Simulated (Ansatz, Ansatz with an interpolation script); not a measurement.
Rows from a G0W0 calculation on BaTiO3 (Pm-3m) (Ansatz 0.2.0; G0W0 on LDA, plane waves, PAW; PAW set soft_1; 4×4×4 mesh, 268 empty bands, screening to 150 eV, PAW set soft_1 files), in eV. Spin-orbit coupling is left out.

| row | k | band | start | Σx | Σc at the solution | Vxc |
| --- | --- | --- | --- | --- | --- | --- |
| A | (-0.500, -0.500, -0.500) | v1 | 9.856 | -25.755 | 4.676 | -20.890 |
| B | Γ | v1 | 9.757 | -25.968 | 4.355 | -21.418 |
| C | (-0.500, -0.500, -0.500) | c1 | 14.013 | -14.699 | -8.018 | -23.977 |
| D | (-0.500, -0.500, -0.500) | v4 | 7.503 | -24.122 | 4.148 | -19.784 |
| E | Γ | v4 | 8.736 | -24.558 | 4.746 | -19.578 |
| F | Γ | c1 | 11.562 | -12.599 | -6.671 | -20.598 |

Q: Work out each quasiparticle level and how far it moved.

The quasiparticle equation reads E = start + Σx + Σc(E) − Vxc.

| row | E (eV) | shift (eV) |
| --- | --- | --- |
| A | 9.667 | −0.189 |
| B | 9.562 | −0.195 |
| C | 15.273 | +1.259 |
| D | 7.313 | −0.190 |
| E | 8.502 | −0.234 |
| F | 12.890 | +1.328 |

Limits: not at the basis limit; no spin-orbit coupling; coarse k mesh.

[Runs of the session that timed out or met a known fault of the program may be left out.]

[Hosts, paths, dates, database ids (printed as entryN), source tags and the programs' standing remarks are cut or masked in the printed files.]
